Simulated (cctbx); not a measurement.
# Absolute structure of YbBiP3Rh6

Space group P-6 (no. 174), a = 7.2510 Å, b = 7.2510 Å, c = 3.8930 Å, α = 90.00°, β = 90.00°, γ = 120.00°.

```
atom  mult.       x       y    z  Ueq (Å²)
 Bi1      1     2/3     1/3    0    0.0076
 Yb1      1       0       0    0    0.0094
 Rh1      3  0.3860  0.1935  1/2    0.0094
 Rh2      3  0.0641  0.5403    0    0.0102
  P1      3  0.6261  0.8249  1/2    0.0144
```

This is a model crystal, built by substitution and not relaxed, with assumed displacement parameters.

Data sets are simulated with cctbx and refined with Bijvoet mates kept apart; Flack x is then fitted as the share of an inverted twin with the atoms fixed, Hooft y from the Bijvoet differences. The group is acentric but holds improper operations, so there is an absolute structure (orientation) and no hand.

Untwinned crystal. What Flack and Hooft values should come out?

| λ (Å) | extinction (unmodelled) | d min (Å) | top counts | error (%) | model | R1 | Flack x | s.u. | Hooft y | s.u. | pairs |
| --- | --- | --- | --- | --- | --- | --- | --- | --- | --- | --- | --- |
| 0.71073 | 0 | 0.77 | 70000 | 4 | as given | 0.0081 | -0.005 | 0.0014 | -0.001 | 0.004 | 154 |
| 0.71073 | 0 | 0.77 | 70000 | 4 | inverted | 0.1330 | 0.87 | 0.02 | 1.059 | 0.005 | 154 |
| 1.54184 | 0 | 0.83 | 20000 | 1.5 | as given | 0.0069 | -0.020 | 0.013 | 0.009 | 0.013 | 124 |

With Mo Kα, x is close to 0 but 4 s.u. off; with the atoms held fixed the s.u. tends to be too small. With Cu Kα, x is within 3 s.u. of 0, so the absolute structure is right. Inverting the model turns x into about 1 − x.

A further crystal gives:

```
  λ (Å)  extinction (unmodelled)  d min (Å)  top counts  error (%)     model      R1  Flack x  s.u.  Hooft y   s.u.  pairs
0.71073                        0        0.8        5000          4  as given  0.0373    0.307  0.01    0.299  0.011    138
```

**Question.** What is it?

It was simulated as an inversion twin with a fraction 0.3 of the inverted domain. Flack x is over 3 s.u. from both 0 and 1 and reads that fraction.

[Logs are printed without paths, hosts, clocks, repeated set-up lines and the standing remarks that a program may print on its own settings, such as how far it seeks lower states.]
